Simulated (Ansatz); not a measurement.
## Σ11 (113) boundary in fcc Ir, starting shift (0.5, 0.5): structure and resistance

How much does the Σ11 (113) boundary in fcc Ir, starting shift (0.5, 0.5) reflect electrons?

Program: Ansatz 0.2.0. Level of theory: Ansatz plane-wave DFT, PBE, PAW files; relaxation of a bicrystal slab with its lowest layers held; PAW set soft_1, in the first sound run; inputs show where later runs differ. Results are calculated unless marked as measured.

This is a report of a sequence of runs, with most program output left out.

### Step 1. Starting point

The cell holds 16 atoms: 16 Ir. Cell: a = 2.715 Å, b = 4.702 Å, c = 29.522 Å, α = 90.0°, β = 90.0°, γ = 73.2°. It derives from Ir. built on the (1 1 3) plane; 2 overlapping atoms removed and the grains opened by 0 Å. Vacuum lies along c.

### Step 2. Relaxing the bicrystal

The boundary is built by mirroring the lower grain in the boundary plane and removing any atoms that overlap. A thin bicrystal slab is relaxed first, with the lowest layers held and the upper grain free to shift and open.

The input, input.yaml:

```yaml
crystal:
  lattice:
    - [2.7148657757, 0.0, 0.0]
    - [1.3574328878, 4.5020955671, 0.0]
    - [0.0, 0.0, 29.5219625024]
  atoms:
    - { symbol: Ir, position: [0.909090909, 0.1818181819, 0.1693654343] }
    - { symbol: Ir, position: [0.6363636363, 0.7272727273, 0.2085776871] }
    - { symbol: Ir, position: [0.3636363636, 0.2727272728, 0.2477899399] }
    - { symbol: Ir, position: [0.0909090908, 0.8181818182, 0.2870021926] }
    - { symbol: Ir, position: [0.8181818181, 0.3636363637, 0.3262144454] }
    - { symbol: Ir, position: [0.5454545454, 0.9090909091, 0.3654266982] }
    - { symbol: Ir, position: [0.2727272727, 0.4545454546, 0.404638951] }
    - { symbol: Ir, position: [0.0, 0.0, 0.4438512038] }
    - { symbol: Ir, position: [0.0454545454, 0.4090909091, 0.5222757094] }
    - { symbol: Ir, position: [0.3181818181, 0.8636363637, 0.5614879621] }
    - { symbol: Ir, position: [0.5909090908, 0.3181818182, 0.6007002149] }
    - { symbol: Ir, position: [0.8636363636, 0.7727272728, 0.6399124677] }
    - { symbol: Ir, position: [0.1363636363, 0.2272727273, 0.6791247205] }
    - { symbol: Ir, position: [0.409090909, 0.6818181819, 0.7183369733] }
    - { symbol: Ir, position: [0.6818181817, 0.1363636364, 0.7575492261] }
    - { symbol: Ir, position: [0.9545454544, 0.590909091, 0.7967614789] }
kpoints:
  mp_grid: { grid: [9, 9, 1] }
hamiltonian:
  xc: pbe
  pseudopotentials: { kind: paw, azcp: { folder: soft_1 } }
scf:
  occupations: { method: fermi_dirac, width: 0.1 }
relax:
  f_tol: 0.03
  max_steps: 80
  constraints: [{ sites: [0, 1, 2] }]
```

The run is started by

```
$ ansatz run input.yaml --threads 8 --pin off --max-ram 15360MiB --backend cpu --events-out ev --progress --plain --runs-dir out
```

Run time: 7.4 min. Hardware: 8 threads of Arm Neoverse V1, shared host; peak memory 3.3 GiB.

The steps of the relaxation:

| step | energy less that of the first step (eV) | largest force component (eV/Å) |
| --- | --- | --- |
| 1 | 0.0000 | 1.0834 |
| 2 | -0.6767 | 0.8984 |
| 3 | -1.1454 | 0.5151 |
| 4 | -1.5204 | 0.3204 |
| 5 | -1.8238 | 0.3093 |
| 6 | -2.0471 | 0.1618 |
| 7 | -2.1660 | 0.0871 |
| 8 | -2.2301 | 0.0507 |
| 9 | -2.2473 | 0.0523 |
| 10 | -2.2481 | 0.0345 |
| 11 | -2.2485 | 0.0057 |

The atoms that moved most (Å):

| atom | dx | dy | dz | length |
| --- | --- | --- | --- | --- |
| Ir16 | 0.680 | 0.157 | -1.006 | 1.225 |
| Ir10 | 0.680 | 0.177 | -0.970 | 1.198 |
| Ir14 | 0.680 | 0.222 | -0.908 | 1.157 |
| Ir12 | 0.680 | 0.196 | -0.895 | 1.141 |
| Ir11 | 0.680 | 0.185 | -0.891 | 1.136 |
| Ir13 | 0.680 | 0.198 | -0.878 | 1.128 |
| Ir9 | 0.680 | 0.180 | -0.870 | 1.119 |
| Ir15 | 0.680 | 0.171 | -0.766 | 1.039 |

This step gave:

| Quantity | Value |
| --- | --- |
| free energy | -190984.6310 eV |
| energy at zero smearing | -190984.3313 eV |
| Fermi energy | 14.16 eV |

The largest force component on a free atom ends at 0.0057 eV/Å, under the tolerance of 0.03, after 11 steps.

### Step 3. Transmission across the boundary

Bulk layers of each grain are laid under and over the relaxed boundary, and a lead is named in the middle of each, away from the free faces. The mesh across the current, 24×24, is finer than the density's, because channels open and close sharply across the zone. Energies from -0.1 to 0.1 eV in steps of 0.05 eV are too few for the program's thermal sum, so it prints no conductance; for a metal the transmission near the Fermi level serves, at a fraction of the cost.

This step: Ansatz plane-wave DFT, PBE, PAW files; ballistic transport by layer matching (Landauer), zero bias; boundary relaxed in a short slab, bulk layers laid on; PAW set soft_1 (Ansatz 0.2.0).

System of this step: Σ11 (113) boundary in fcc Ir, starting shift (0.5, 0.5). The cell holds 37 atoms: 37 Ir. Its edges and angles: a = 2.715 Å, b = 4.702 Å, c = 49.937 Å, α = 90.0°, β = 90.0°, γ = 73.2°. It derives from Ir. Regions: lower grain, 15 atoms (15 Ir); boundary, 10 atoms (10 Ir); upper grain, 12 atoms (12 Ir). Vacuum lies along c.

The input, input.yaml:

```yaml
crystal:
  lattice:
    - [2.7148657757, 0.0, 0.0]
    - [1.3574328878, 4.5020955671, 0.0]
    - [0.0, 0.0, 49.9367909599]
  atoms:
    - { symbol: Ir, position: [5.4545454543, -10.9090909089, 0.0801012625] }
    - { symbol: Ir, position: [5.1818181816, -10.3636363634, 0.1032830215] }
    - { symbol: Ir, position: [4.9090909089, -9.818181818, 0.1264647806] }
    - { symbol: Ir, position: [4.6363636361, -9.2727272725, 0.1496465397] }
    - { symbol: Ir, position: [4.3636363634, -8.7272727271, 0.1728282987] }
    - { symbol: Ir, position: [4.0909090907, -8.1818181816, 0.1960100578] }
    - { symbol: Ir, position: [3.818181818, -7.6363636362, 0.2191918169] }
    - { symbol: Ir, position: [3.5454545453, -7.0909090908, 0.2423735759] }
[... 25 atom lines left out ...]
    - { symbol: Ir, position: [4.5469767525, -7.0928597652, 0.8503534603] }
    - { symbol: Ir, position: [4.8197040252, -7.6383143106, 0.8735352194] }
    - { symbol: Ir, position: [5.092431298, -8.1837688561, 0.8967169785] }
    - { symbol: Ir, position: [5.3651585707, -8.7292234015, 0.9198987375] }
kpoints:
  mp_grid: { grid: [10, 10, 1] }
hamiltonian:
  xc: pbe
  pseudopotentials: { kind: paw, azcp: { folder: soft_1 } }
scf:
  occupations: { method: fermi_dirac, width: 0.1 }
output:
  transmission:
    leads: [[8, 9], [29, 30]]
    kmesh: [24, 24]
    e_range: [-0.1, 0.1]
    de: 0.05
  write_potential: true
  write_density: true
  volumetric_format: npy
  elf: true
```

Run time: 15 min. Hardware: 8 threads; peak memory 12 GiB; 1.7 h of CPU time.

This step gave:

* free energy: -441658.2086 eV
* energy at zero smearing: -441657.5968 eV
* Fermi energy: 21.35 eV
* cell area: 12.22 Å²
* transmission per spin nearest the Fermi level: 2.101
* open channels per spin nearest the Fermi level: 3.323
* open channels per spin, upper lead: 3.316
* step of the lead's potential: 16.4 meV
* step of the upper lead's potential: 18.4 meV

Per spin. Table of transmission, zone mean by energy, zero at the Fermi level:

```
energy (eV)  transmission, zone mean
    -0.1000                     1.98
    -0.0500                     2.04
     0.0000                     2.10
     0.0500                     2.15
     0.1000                     2.19
```

Per spin. Open channels, zone mean against energy, zero at the Fermi level:

```csv
energy (eV),lead,upper lead
-0.1000,3.15,3.16
-0.0500,3.26,3.25
0.0000,3.32,3.32
0.0500,3.34,3.35
0.1000,3.34,3.34
```

Transmission over k1 and k2. At 0.0000 eV from the Fermi level.

Ten even steps from '_' (0.74) to '@' (4.16):
```
++++==++--++==--::####@@@@@@##**--++**::====--++
++++====____--::==####@@@@%%****++**++--====..--
--==::==__..__::::####%%@@@@##++****----++::__::
____::**....------****@@@@##%%++**++------::____
::::==**____====--**####@@####++++------__..____
--::::==__++**++++++%%##++====::..________::____
::__::==--++******++##==++++==--........__::____
__====++--::++****++==++++====--........__::____
--++==++==----++++::========--..........__::____
++++======------..--======--::..........__..__::
++++--==++----__..----------..........____::__--
**++..::----__......::--==--::......__----::..++
++--__::____..........----------..__----++==--++
++::__..__..........::--======--..------======++
--____::__..........--========::++++----==++==++
______::__........--====++++==++****++::--++====
::____::__........--==++++==##++******++--==::__
--____::________..::====++##%%++++++**++__==::::
::____..__------++++####@@####**--====____**==::
______::------++**++%%##@@@@****------....**::__
--::__::++----****++##@@@@%%####::::__..__==::==
++--..====--++**++****%%@@@@####==::--____====++
++++--====::**++--**##@@@@@@####::--==++--++==++
**++==++--++**==--####@@@@@@####--==**++--++==++
```
Columns: k1 (b1) from -0.5 to 0.458; rows upwards: k2 (b2) from -0.5 to 0.458.

Open channels over k1 and k2. At 0.0000 eV from the Fermi level.

Ten even steps from '0' (1.00) to '9' (6.00):
```
666946444889998646644646
666822446889996666644624
464822244889986666446424
224922444668868666446422
448922444666888664442422
444826666688644442222422
424846666684444422222402
266944666644444422224422
466644466444444222222422
666644444444444222222424
664664422444442222222424
662464222244644222246426
642422222224444422446646
642422222244444444444666
422422222244444466444666
222442222444444666644966
420422222444448666664842
422422224444688666662844
422424446688866644422984
222464466686886644422942
442464466668998844222846
642644666669998864422866
664644664689998844464966
666646644889998844664666
```
Columns: k1 (b1) from -0.5 to 0.458; rows upwards: k2 (b2) from -0.5 to 0.458.

Valence density in the ca plane at fractional y = 0.271, with atoms of Ir within 0.2 Å of it. It is the smooth field of the valence electrons, not physical close to the nuclei.

Ten even steps from '0' (0.0 e/Å³) to '9' (9.4 e/Å³), each cell a mean:
```
00036730000000000000000003673100000000000000
00025630000000000000000002563000000000000000
00012310000000000000000001331000121000000000
20000000000100000000110000000002564100000000
40000000001110000001110000000003897200000000
30000000001110000001110000000002796200000000
10001100000000000000000000110001453100000000
00024420000000000000000001442000110000000000
```
Columns run along c (16.0 Å, from fractional 0.68 to 1.00 of the cell), rows up along a (2.7 Å). Atoms in or near the plane, at fractional coordinates: Ir at (0.92, 0.37).

Electrostatic potential energy in the ca plane at fractional y = 0.271, with atoms of Ir within 0.2 Å of it. With pseudopotentials it is smooth inside the atoms' cores, unlike the true potential.

Values in eV, 5 rows by 16 columns, each cell a mean:
```
 18 -32 -13  22  20  18  18  21  19 -31 -14  20  20  25  26  27
 14 -12   1  19  16  20  19  16  19 -12   0   7  -1  23  26  27
  0  17  19  10   4  22  19   0  17  16  18 -18 -34  20  26  27
  0  16  19  11   4  22  19  -1  17  17  18 -18 -34  20  26  27
 14 -13   1  19  17  20  19  16  19 -12   0   7  -1  24  26  27
```
Columns run along c (16.0 Å, from fractional 0.68 to 1.00 of the cell; values clipped at the 3rd and 97th percentile), rows up along a (2.7 Å). Atoms in or near the plane, at fractional coordinates: Ir at (0.92, 0.37).

ELF in the ca plane at fractional y = 0.271, with atoms of Ir within 0.2 Å of it. It is the smooth field of the valence electrons, not physical close to the nuclei.

Ten even steps from '0' (0.00) to '9' (0.59), each cell a mean:
```
55489996433454455445433359998544456664210000
45579985433455455445433458998544456654210000
55568864444555444455444446886555677543210000
75545545545655433455664554554457999743210000
95445555456654322345665455554458979843210000
85444445556654433345665454444458989843210000
65556644545555444455554554665456898643210000
45579975444455455455444447997554566543210000
```
Columns run along c (16.0 Å, from fractional 0.68 to 1.00 of the cell), rows up along a (2.7 Å). Atoms in or near the plane, at fractional coordinates: Ir at (0.92, 0.37).

Over the solved energies the transmission per spin lies between 1.98 and 2.19, out of 3.28 channels of the lead on average (up to 3.34).

### Step 4. Specific resistance

This step: Ansatz plane-wave DFT, PBE, PAW files; ballistic transport by layer matching (Landauer), zero bias; specific resistance of the boundary; PAW set soft_1 (Ansatz 0.2.0).

This step gave:

| Item | Value |
| --- | --- |
| area resistance | 0.2740 fΩ m² |
| T over the leads' mean channel count | 0.6367 |

Averaged over the energies near the Fermi level, 63.7 % of the channels pass, which makes 0.274 fΩ m².

By hand, with T and the leads' channels N averaged over the energies near the Fermi level: RA = A (h/2e²)(1/T − ½[1/N₁ + 1/N₂]) = 12.22×10⁻²⁰ m² × 12 906 Ω × (1/2.092 − ½[1/3.285 + 1/3.285]) = 0.274 fΩ m².

### Step 5. Single-crystal slab for reference

The free faces cost energy too. A single-crystal slab with the same faces and held layers is relaxed, so that they cancel.

This step: Ansatz plane-wave DFT, PBE, PAW files; relaxation of a single-crystal slab with its lowest layers held; PAW set soft_1 (Ansatz 0.2.0).

System of this step: Ir slab, plane (1, 1, 3). The cell holds 17 atoms: 17 Ir. Cell: a = 2.715 Å, b = 4.702 Å, c = 29.522 Å, α = 90.0°, β = 90.0°, γ = 73.2°. It derives from Ir. Vacuum lies along c.

The input, input.yaml:

```yaml
crystal:
  lattice:
    - [2.7148657757, 0.0, 0.0]
    - [1.3574328878, 4.5020955671, 0.0]
    - [0.0, 0.0, 29.5219625024]
  atoms:
    - { symbol: Ir, position: [0.3636363634, 0.2727272729, 0.1693654343] }
    - { symbol: Ir, position: [0.0909090907, 0.8181818183, 0.2085776871] }
    - { symbol: Ir, position: [0.818181818, 0.3636363638, 0.2477899399] }
    - { symbol: Ir, position: [0.5454545453, 0.9090909092, 0.2870021926] }
    - { symbol: Ir, position: [0.2727272725, 0.4545454547, 0.3262144454] }
    - { symbol: Ir, position: [0.9999999998, 1.0e-10, 0.3654266982] }
    - { symbol: Ir, position: [0.7272727271, 0.5454545456, 0.404638951] }
    - { symbol: Ir, position: [0.4545454544, 0.090909091, 0.4438512038] }
    - { symbol: Ir, position: [0.1818181817, 0.6363636364, 0.4830634566] }
    - { symbol: Ir, position: [0.909090909, 0.1818181819, 0.5222757094] }
    - { symbol: Ir, position: [0.6363636363, 0.7272727273, 0.5614879621] }
    - { symbol: Ir, position: [0.3636363636, 0.2727272728, 0.6007002149] }
    - { symbol: Ir, position: [0.0909090908, 0.8181818182, 0.6399124677] }
    - { symbol: Ir, position: [0.8181818181, 0.3636363637, 0.6791247205] }
    - { symbol: Ir, position: [0.5454545454, 0.9090909091, 0.7183369733] }
    - { symbol: Ir, position: [0.2727272727, 0.4545454546, 0.7575492261] }
    - { symbol: Ir, position: [0.0, 0.0, 0.7967614789] }
kpoints:
  mp_grid: { grid: [9, 9, 1] }
hamiltonian:
  xc: pbe
  pseudopotentials: { kind: paw, azcp: { folder: soft_1 } }
scf:
  occupations: { method: fermi_dirac, width: 0.1 }
relax:
  f_tol: 0.03
  max_steps: 80
  constraints: [{ sites: [0, 1, 2] }]
```

Elapsed: 2.2 min, on 8 threads; peak memory 2.9 GiB; 17 min of CPU time.

Step by step:

```
step  energy less that of the first step (eV)  largest force component (eV/Å)
   1                                   0.0000                          1.1043
   2                                  -0.0612                          1.4464
   3                                  -0.1532                          0.3448
   4                                  -0.1588                          0.0685
   5                                  -0.1595                          0.0142
```

The atoms that moved most (Å):

| atom | dx | dy | dz | length |
| --- | --- | --- | --- | --- |
| Ir16 | 0.000 | -0.021 | 0.267 | 0.268 |
| Ir14 | 0.000 | -0.044 | 0.160 | 0.166 |
| Ir13 | 0.000 | -0.040 | 0.149 | 0.154 |
| Ir15 | 0.000 | -0.070 | 0.136 | 0.153 |
| Ir12 | 0.000 | -0.036 | 0.140 | 0.144 |
| Ir11 | 0.000 | -0.033 | 0.107 | 0.112 |
| Ir10 | 0.000 | -0.030 | 0.107 | 0.111 |
| Ir9 | 0.000 | -0.029 | 0.081 | 0.086 |

Final coordinates:

```xyz
17
Lattice="2.7149 0.0000 0.0000 1.3574 4.5021 0.0000 0.0000 0.0000 29.5220" Properties=species:S:1:pos:R:3
Ir    1.3574    1.2278    5.0000
Ir    1.3574    3.6835    6.1576
Ir    2.7149    1.6371    7.3152
Ir    2.7149    4.0876    8.4933
Ir    1.3574    2.0323    9.6451
Ir    2.7149   -0.0215   10.8201
Ir    2.7149    2.4297   12.0024
Ir    1.3574    0.3829   13.1694
Ir    1.3574    2.8363   14.3419
Ir    2.7149    0.7884   15.5255
Ir    2.7149    3.2410   16.6828
Ir    1.3574    1.1920   17.8735
Ir    1.3574    3.6433   19.0401
Ir    2.7149    1.5928   20.2089
Ir    2.7149    4.0228   21.3430
Ir    1.3574    2.0250   22.6318
Ir    0.0000   -0.0058   23.5602
```

This step gave:

```yaml
free_energy: -202921.9283 eV
energy_at_zero_smearing: -202921.6274 eV
fermi_energy: 15.38 eV
```

The largest force component on a free atom ends at 0.014 eV/Å, under the tolerance of 0.03, after 5 steps.

### Step 6. Bulk reference

The perfect crystal gives the energy per atom, for the atoms by which bicrystal and slab differ.

This step: Ansatz plane-wave DFT, PBE, PAW files; bulk reference; PAW set soft_1 (Ansatz 0.2.0).

System of this step: Ir. Symmetry: Fm-3m, No. 225, cubic system. The conventional cell has a = 3.839 Å, b = 3.839 Å, c = 3.839 Å, α = 90.00°, β = 90.00°, γ = 90.00°. Ir has 12 Ir at 2.71 Å nearest.

input.yaml, the sections that differ from step 5:

```yaml
crystal:
  lattice:
    - [0.0, 1.9197, 1.9197]
    - [1.9197, 0.0, 1.9197]
    - [1.9197, 1.9197, 0.0]
  atoms:
    - { symbol: Ir, position: [0.0, 0.0, 0.0] }
kpoints:
  mp_grid: { grid: [19, 19, 19] }
# hamiltonian, scf: as in step 5
# relax: removed
```

Wall time 0.43 s (8 threads); peak memory 0.29 GiB; 2.2 s of CPU time.

Numbers from this step:

| Quantity | Value |
| --- | --- |
| free energy | -11936.8356 eV |
| energy at zero smearing | -11936.8183 eV |
| Fermi energy | 25.78 eV |

### Step 7. Boundary energy

This step: Ansatz plane-wave DFT, PBE, PAW files; bicrystal less single-crystal slab less bulk atoms, a boundary area; PAW set soft_1 (Ansatz 0.2.0).

Numbers from this step:

| Item | Value |
| --- | --- |
| excess energy of the cell | 0.4778 eV |
| boundary energy | 0.6263 J/m² |

The boundary costs 0.63 J/m².

By hand: 0.478 eV / 12.22 Å² × 16.02 = 0.626 J/m².

### Step 8. Summary of results

```yaml
specific_resistance_of_the_boundary: 0.274 fΩ m²
share_of_channels_that_pass: 0.637
boundary_energy: 0.626 J/m²
```

**Reading.** The boundary has a specific resistance of 0.27 fΩ m² and an energy of 0.63 J/m². The boundary reflects 36 % of the channels; 0.27 fΩ m² is 2.7×10⁻¹² Ω·cm². In the relaxation the upper grain slid sideways by about 0.7 Å, so the result belongs to the position that it found, not to the starting one. One starting structure was relaxed; another shift or atom count at the boundary may lie lower. Spin-orbit coupling is left out, which matters for Ir.

[Logs are printed without paths, hosts, clocks, repeated set-up lines and the standing remarks that a program may print on its own settings, such as how far it seeks lower states.]

[Hosts, paths, dates, database ids (printed as entryN), source tags and the programs' standing remarks are cut or masked in the printed files.]
